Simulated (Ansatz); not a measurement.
## Dielectric response of HfO2 (111) films: cost of one run

Ansatz 0.2.0; plane-wave DFT, PBE, Ansatz PAW. The cell holds 12 atoms.

Input file input.yaml:

```yaml
crystal:
  lattice:
    - [3.5921024473, -2.9e-09, 0.0]
    - [-1.7960512211, 3.1108519738, 0.0]
    - [0.0, 0.0, 28.2652877862]
  atoms:
    - { symbol: O, position: [0.6666666667, 0.3333333333, 0.3165110496] }
    - { symbol: Hf, position: [0.3333333333, 0.6666666667, 0.344711089] }
    - { symbol: O, position: [0.0, 0.0, 0.3709276333] }
[... 3 atom lines left out ...]
    - { symbol: O, position: [0.0, 0.0, 0.5265063264] }
    - { symbol: Hf, position: [0.6666666667, 0.3333333333, 0.5526801506] }
    - { symbol: O, position: [0.3333333333, 0.6666666667, 0.579174697] }
    - { symbol: O, position: [0.6666666667, 0.3333333333, 0.6290723669] }
    - { symbol: Hf, position: [0.3333333333, 0.6666666667, 0.6552889111] }
    - { symbol: O, position: [0.0, 0.0, 0.6834889507] }
kpoints:
  mp_grid: { grid: [12, 12, 1] }
hamiltonian:
  xc: pbe
scf:
  occupations: { method: fixed }
  convergence: { dr2_threshold: 1.0e-10 }
efield:
  axis: 3
  dipole_correction: true
  ramp_position: 0.97
  ramp_width: 0.06
  amplitude: 0.05
relax:
  f_tol: 0.0006
  max_steps: 70
output:
  write_potential: true
  write_density: true
  volumetric_format: npy
```

The run is started by

```
$ ansatz run input.yaml --threads 4 --pin off --max-ram 16384MiB --backend cpu --events-out ev --progress --plain --runs-dir out
```

The cutoff in use is 420 eV. For reference, a run of the same kind (6 atoms, 19 k-points, 46 bands and 4,803 plane waves; 37 SCF cycles) took 20 s and 0.62 GiB on the same hardware.

Q: Estimate wall time and peak memory on 4 threads of Arm Neoverse V1, shared host.

A cutoff of 420 eV is a sphere of radius 10.5 Å⁻¹, so a cell of 316 Å³ holds about V·G³/6π² = 6,173 plane waves. At two electrons a band, the 152 electrons need 76 bands, and 16 more are carried. Symmetry cuts the 12×12×1 mesh from 144 to 19 points. The run has 19 k-points, 92 bands and 6,083 plane waves. Taking the work of a cycle as k-points × spins × bands × plane waves, that is 2.5 times the reference, or 50 s at the reference's 37 cycles. The run needed 38 SCF cycles over 4 ionic steps, which makes it about 51 s. One copy of the wavefunctions takes 0.16 GiB at 16 bytes a coefficient, against 0.063 GiB in the reference; grids, projectors and work arrays come on top. Measured: about 66 s, with a peak of 1.1 GiB. The run took longer than the estimate, which leaves out the steps that grow as the square of the band count.

[Logs are printed without paths, hosts, clocks, repeated set-up lines and the standing remarks that a program may print on its own settings, such as how far it seeks lower states.]

[Hosts, paths, dates, database ids (printed as entryN), source tags and the programs' standing remarks are cut or masked in the printed files.]

[Maps of the electrostatic potential energy from Ansatz leave out the sawtooth potential of an applied field or a dipole correction, so their vacuum need not be flat; planar profiles and work functions include it.]
